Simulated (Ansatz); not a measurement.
# Cd3Mo: relaxing a made-up structure, part 2 of 2

This structure for Cd3Mo is made up. Its elements were placed in a known structure type with a cell scaled to their sizes. What cell does the guess relax to, and how far off was it?

Ansatz 0.2.0; DFT, PBE, plane-wave PAW, files of the set soft_1, scalar-relativistic, no spin, cell and ions relaxed at zero pressure; PAW set soft_1 (the session's first sound run).

So far: Set-up; Relaxing cell and atoms. The relaxed cell has a = 4.179, c = 8.954 Å (conventional setting).

## (3) Electronic structure of the relaxed cell

A second self-consistent run takes a narrower smearing and the mesh shown in its input; the bands follow along the standard path of the relaxed lattice.

This step: DFT, PBE, plane-wave PAW, files of the set soft_1, scalar-relativistic, no spin, bands and density of states at the relaxed cell; PAW set soft_1 (Ansatz 0.2.0).

Contents of input.yaml:

```yaml
crystal:
  lattice:
    - [-2.0894130717, 2.0894130717, 4.4769468056]
    - [2.0894130717, -2.0894130717, 4.4769468056]
    - [2.0894130717, 2.0894130717, -4.4769468056]
  atoms:
    - { symbol: Cd, position: [0.5, 0.5, 0.0] }
    - { symbol: Cd, position: [0.25, 0.75, 0.5] }
    - { symbol: Cd, position: [0.75, 0.25, 0.5] }
    - { symbol: Mo, position: [0.0, 0.0, 0.0] }
kpoints:
  mp_grid: { grid: [10, 10, 10] }
  band_path:
    path:
      - [[0.0, 0.0, 0.0], [0.0, 0.0, 0.5], [-0.10890674, 0.10890674, 0.5], [-0.30445337, 0.30445337, 0.30445337], [0.0, 0.0, 0.0], [0.5, 0.5, -0.5], [0.30445337, 0.69554663, -0.30445337], [0.0, 0.5, 0.0], [0.25, 0.25, 0.25], [0.5, 0.5, -0.10890674], [0.5, 0.5, -0.5]]
      - [[0.0, 0.0, 0.5], [0.25, 0.25, 0.25]]
    npoints: 7
scf:
  occupations: { method: fermi_dirac, width: 0.03 }
  n_extra_bands: 8
hamiltonian:
  xc: pbe
  pseudopotentials: { kind: paw, azcp: { folder: soft_1 } }
output:
  forces: true
  stress: true
  write_bands: true
  dos: { projected: true }
  write_density: true
  write_potential: true
  elf: true
  volumetric_format: npy
```

Command:

```
$ ansatz run input.yaml --threads 4 --pin off --max-ram 8192MiB --backend cpu --events-out ev --progress --plain --runs-dir out
```

Numbers of over 12 decimals in the logs are rounded to 6 here.

Output:

```text
[...]
Crystal: 4 atoms, lattice volume = 78.179 Å³
Basis set: ecut = 420 eV, 1515 PW (Γ), exchange–correlation on 72×72×72 points (8 copies of the dense FFT grid, shifted against one another)
Bands: 45, of which v1, the nominal top of the filled ones, is band 37 counted from 1 (36 counted from 0)
Symmetry: 16 space group operations
[...]
k-points: 102 of 1000
[...]
SCF iter   1: F=—  HF=-29719.461121 eV  |F-HF|=—  |Δ(HF+E_count)|=         —  Δρ=8.67e-2  dr2=1.16e1  ethr=3.10e-3  ⟨swp⟩=5.3  Hψ=15320  notcnv=0
[...]
SCF iter   9: F=-29717.570718 eV  HF=-29717.570718 eV  |F-HF|=5.40e-8  |Δ(HF+E_count)|=   1.05e-7  Δρ=7.11e-6  dr2=7.45e-8  ethr=1.35e-10  ⟨swp⟩=13.4  Hψ=28564  notcnv=0
SCF 1 converged in 9 iterations: F = -29717.570718 eV  dr2 = 7.45e-8
[...]
NSCF: frozen V_eff on 79 k-points
SCF converged after 9 iterations
Free energy (F): -29717.570718 eV
[...]
Internal energy: -29717.560065 eV  (E = F + TS)
E sigma→0 (E₀):  -29717.565392 eV
Entropy (-TS):   -0.010653 eV (-2.663 meV/atom)
Fermi energy:    16.021657 eV
[...]
--- Stress (GPa, compression-positive) ---
       -0.016587      -0.000000       0.000000
       -0.000000      -0.016587      -0.000000
        0.000000      -0.000000      -0.074385
  P = ⅓ Tr σ = -0.0359 GPa (-0.359 kbar)
--- Band table (eV; the first three rows and the last of 102) ---
  k-point 0: bands = [... 33 lower, 14.9865, 15.2179, 15.2179, 15.5474, 16.5953, 19.4823, 20.0719, 20.0719, ... 4 higher]
  k-point 1: bands = [... 33 lower, 14.7228, 14.9120, 14.9461, 16.1765, 16.3577, 19.2167, 19.5016, 19.5364, ... 4 higher]
  k-point 2: bands = [... 33 lower, 14.4174, 14.7659, 14.9680, 15.2730, 17.1473, 18.5371, 18.7884, 19.0696, ... 4 higher]
  k-point 101: bands = [... 33 lower, 14.9582, 16.0160, 16.3339, 16.3339, 16.5139, 16.5139, 16.5436, 21.2128, ... 4 higher]
```

It took 9.3 s on 4 threads of Arm Neoverse V1, shared host; peak memory 0.58 GiB.

This step gave:

```
free energy             : -29717.5707 eV
energy at zero smearing : -29717.5654 eV
smearing term TS        : 0.01065 eV
pressure                : -0.03585 GPa
```

From bands.tsv, the bands that come nearest the Fermi level along the path, at its corners, in eV from the Fermi level:

```tsv
point	band 34	band 35	band 36	band 37	band 38	band 39	band 40	band 41
Γ	-1.04	-0.80	-0.80	-0.47	0.57	3.46	4.05	4.05
X	-2.40	-1.83	-1.21	-0.89	-0.73	0.60	1.47	3.11
Y	-2.89	-2.11	-0.65	-0.61	-0.57	0.62	1.62	3.46
S	-4.07	-0.96	-0.33	0.07	0.09	0.50	3.59	4.17
Γ	-1.04	-0.80	-0.80	-0.47	0.57	3.46	4.05	4.05
Z	-1.06	-0.01	0.31	0.31	0.49	0.49	0.52	5.19
S1	-4.07	-0.96	-0.33	0.07	0.09	0.50	3.59	4.17
N	-2.41	-1.05	-0.52	-0.26	0.00	0.57	2.86	4.94
P	-2.75	-2.72	-0.91	-0.91	0.40	0.60	1.21	3.78
Y1	-2.89	-2.11	-0.65	-0.61	-0.57	0.62	1.62	3.46
Z	-1.06	-0.01	0.31	0.31	0.49	0.49	0.52	5.19
X	-2.40	-1.83	-1.21	-0.89	-0.73	0.60	1.47	3.11
P	-2.75	-2.72	-0.91	-0.91	0.40	0.60	1.21	3.78
```

Counts of states for the cell as run, both spins, by energy window (eV from the Fermi level):

| from | to | total |
| --- | --- | --- |
| -8 | -7 | 3.78 |
| -7 | -6 | 0.59 |
| -6 | -5 | 0.78 |
| -5 | -4 | 1.04 |
| -4 | -3 | 1.00 |
| -3 | -2 | 1.63 |
| -2 | -1 | 2.30 |
| -1 | 0 | 4.25 |
| 0 | 1 | 3.23 |
| 1 | 2 | 1.25 |
| 2 | 3 | 1.24 |
| 3 | 4 | 2.12 |
| 4 | 5 | 1.75 |

Below -8 eV lie 58.7 more states.

ELF in the ac plane of the conventional cell at fractional y = 0.000, with atoms of Cd and Mo within 0.2 Å of it. It is the smooth field of the valence electrons, not physical close to the nuclei.

Ten even steps from '0' (0.13) to '9' (0.91), each cell a mean:
```
56510122100366
65300112110146
32111111111112
11111112111111
11101355421111
00002489631000
00002378521000
00001233210000
00000111100000
21101111110012
54211222210134
96311222211248
85211222211147
32101122210123
11001111110001
00000112110000
00001355421000
00002489631000
11001378521011
11111233211111
11111111111111
43101111111124
66410122100256
46510122100365
```
Columns run along a (4.2 Å), rows up along c (9.0 Å), edges of the conventional cell, whose origin can differ from the input's. Atoms in or near the plane, at fractional coordinates: Cd at (0.00, 0.50), Cd at (0.50, 0.25), Cd at (0.50, 0.75), Mo at (0.00, 0.00).

Valence density in the ac plane of the conventional cell at fractional y = 0.000, with atoms of Cd and Mo within 0.2 Å of it. It is the smooth field of the valence electrons, not physical close to the nuclei.

Ten steps, logarithmic in the rise over the least value, from '0' (0 e/Å³) to '9' (23 e/Å³), each cell a mean:
```
76520000001367
55310000001245
22110111100112
00001244321000
00013678742000
00014799863100
00014799852000
00002466531000
11001122210001
43210000000124
87420000001357
98631000001479
98521000001479
65310000001246
22100011100112
00001234321000
00013678742000
00014799863100
00014799852000
00012466531000
11101122210011
43210000000124
66420000001356
77521000001467
```
Columns run along a (4.2 Å), rows up along c (9.0 Å), edges of the conventional cell, whose origin can differ from the input's. Atoms in or near the plane, at fractional coordinates: Cd at (0.00, 0.50), Cd at (0.50, 0.25), Cd at (0.50, 0.75), Mo at (0.00, 0.00).

Electrostatic potential energy in the ac plane of the conventional cell at fractional y = 0.000, with atoms of Cd and Mo within 0.2 Å of it. With pseudopotentials it is smooth inside the atoms' cores, unlike the true potential.

Ten even steps from '0' (-39 eV) to '9' (19 eV), each cell a mean:
```
00269999998400
12589999999742
77899999999987
99998766689999
99987544468999
99986433357999
99986433457999
99997654568999
89999877889998
66899999999876
44689999999754
33579999998643
34579999998643
55689999999765
78899999999987
99998766689999
99987544458999
99986433357999
99986433457999
99997654568999
89999877889998
45789999999865
00479999998620
00168999998400
```
Columns run along a (4.2 Å; values clipped at the 3rd and 97th percentile), rows up along c (9.0 Å), edges of the conventional cell, whose origin can differ from the input's. Atoms in or near the plane, at fractional coordinates: Cd at (0.00, 0.50), Cd at (0.50, 0.25), Cd at (0.50, 0.75), Mo at (0.00, 0.00).

## (4) Outcome

| Property | Result |
| --- | --- |
| space group, relaxed | I4/mmm |
| conventional cell | a = 4.179, b = 4.179, c = 8.954 Å; α = 90.0°, β = 90.0°, γ = 90.0° |
| volume per atom | 19.54 Å³ (guess 19.74) |

In words: Cd3Mo relaxes to I4/mmm with a = 4.179, b = 4.179 and c = 8.954 Å. The guessed volume was near the relaxed one. The space group I4/mmm was held in the relaxation, so the end point is a stationary structure within it and may be a saddle against distortions or other arrangements. Bands cross the Fermi level, so it is a metal or semimetal at this level. On the 10×10×10 mesh with the narrower smearing (relaxed on 9×9×9) the forces vanish, as symmetry may demand, and the largest stress component is 0.074 GPa, against the relaxation's thresholds of 0.015 eV/Å and 0.05 GPa. The cutoff wasn't tested. No dispersion term is used, so weakly bound directions may come out too long. The runs have no spin, and magnetism wasn't tested. Nothing here tests whether the compound is stable against decomposition.

[Logs are printed without paths, hosts, clocks, repeated set-up lines and the standing remarks that a program may print on its own settings, such as how far it seeks lower states.]

[Hosts, paths, dates, database ids (printed as entryN), source tags and the programs' standing remarks are cut or masked in the printed files.]
